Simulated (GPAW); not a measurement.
Consider LiRh3 (Imm2).

```
Rh Li
1.0
    -1.33030    4.29470    2.32174
     1.33030   -4.29470    2.32174
     1.33030    4.29470   -2.32174
Rh Li
3 1
Direct
  0.49816 0.99816 0.50000
  0.06114 0.30567 0.75547
  0.55021 0.30567 0.24453
  0.98749 0.98749 0.00000
```

Absorber: atom 4, with 4 Rh at 2.57 to 2.63 Å, 2 Li at 2.66 Å and 6 Rh at 2.70 to 2.72 Å (anticuboctahedral, as in hcp, site symmetry mm2). Method: GPAW, LDA, excited-electron core hole (neutral cell), 28-atom cell with 7.1 Å between holes, 4×3×3 k points, dipole transitions, Gaussian full width 0.9 eV up to 4 eV, rising linearly to 3.5 eV at 25 eV.

**Question.** Predict the near-edge structure at the Li K edge.

Main maxima up to 24 eV above the zero (height): 3.6 eV (1.21), 5.3 eV (0.93) and 9.0 eV (2.19). A K edge sees empty p states on the absorber. The total-energy difference is 55.30 eV. One term is added: -3.34 eV, since the hole is spin-paired here and a spin-polarised one costs that much less in the free atom (computed apart). The photon energy is then 51.96 eV. The tabulated edge of the element is 54.7 eV. The functional leaves an error in such absolute values: in the free atom LDA prices this hole 1.0 eV below PBE (computed apart), and PBE is itself good to a few eV.

The Li K spectrum (energy from the lowest empty level; intensity scaled to a mean of 1 over the first 20 eV; polarised curves are means over the symmetry-equivalent atoms):

```csv
E (eV),isotropic,ε ∥ x,ε ∥ y,ε ∥ z
-2.0,0.00,0.00,0.00,0.00
-1.4,0.00,0.00,0.00,0.00
-0.8,0.00,0.00,0.00,0.00
-0.2,0.04,0.04,0.04,0.03
0.4,0.13,0.14,0.14,0.11
1.0,0.33,0.42,0.33,0.26
1.6,0.72,1.06,0.47,0.64
2.2,1.00,1.49,0.68,0.83
2.8,1.16,1.56,0.92,1.02
3.4,1.20,1.39,1.03,1.19
4.0,1.07,1.05,1.16,1.02
4.6,0.82,0.73,0.90,0.82
5.2,0.93,0.82,1.05,0.91
5.8,0.85,0.80,0.95,0.80
6.4,0.74,0.77,0.79,0.65
7.0,0.86,1.06,0.76,0.75
7.6,1.18,1.58,0.98,0.98
8.2,1.66,1.89,1.74,1.36
8.8,2.14,1.93,2.41,2.08
9.4,2.09,1.59,2.16,2.53
10.0,1.72,1.17,1.60,2.39
10.6,1.42,0.96,1.39,1.91
11.2,1.29,0.98,1.38,1.51
11.8,1.28,1.15,1.35,1.36
12.4,1.29,1.36,1.30,1.22
13.0,1.25,1.47,1.27,1.01
13.6,1.13,1.36,1.19,0.84
14.2,0.98,1.12,1.03,0.79
14.8,0.84,0.86,0.88,0.79
15.4,0.74,0.66,0.78,0.77
16.0,0.66,0.57,0.72,0.70
16.6,0.62,0.60,0.65,0.62
17.2,0.61,0.71,0.58,0.56
17.8,0.62,0.80,0.51,0.53
18.4,0.61,0.83,0.47,0.52
19.0,0.58,0.77,0.45,0.54
19.6,0.56,0.69,0.45,0.55
20.2,0.56,0.64,0.47,0.56
20.8,0.57,0.63,0.50,0.57
21.4,0.58,0.65,0.54,0.57
22.0,0.60,0.66,0.58,0.56
22.6,0.60,0.64,0.61,0.56
23.2,0.60,0.61,0.64,0.56
23.8,0.60,0.57,0.66,0.57
24.4,0.59,0.54,0.66,0.58
25.0,0.59,0.51,0.65,0.60
25.6,0.60,0.50,0.65,0.63
26.2,0.61,0.51,0.65,0.67
26.8,0.63,0.52,0.67,0.69
27.4,0.64,0.53,0.69,0.71
28.0,0.66,0.56,0.71,0.71
28.6,0.67,0.58,0.72,0.70
29.2,0.67,0.60,0.71,0.70
29.8,0.67,0.62,0.69,0.71
30.4,0.67,0.64,0.65,0.72
31.0,0.66,0.64,0.62,0.74
31.6,0.65,0.63,0.58,0.74
```

The mesh is coarse (0.30 Å⁻¹ between points), so small maxima may be mesh ripples. The structure is a computed Materials Project entry and may be a hypothetical form.

[Banner, clock and machine lines of the logs are left out without a mark of their own.]

[Logs are printed without paths, hosts, clocks, repeated set-up lines and the standing remarks that a program may print on its own settings, such as how far it seeks lower states.]

[Hosts, paths, dates, database ids (printed as entryN), source tags and the programs' standing remarks are cut or masked in the printed files.]

[Lists of maxima count a maximum above −3 eV only where it reaches 4 % of the highest in the window and stands out from its surroundings by 2 % of it (1.5 % where it reaches 55 %); shoulders and weaker maxima are passed over, and of the rest the first, up to two pre-edge ones and the few strongest are named.]
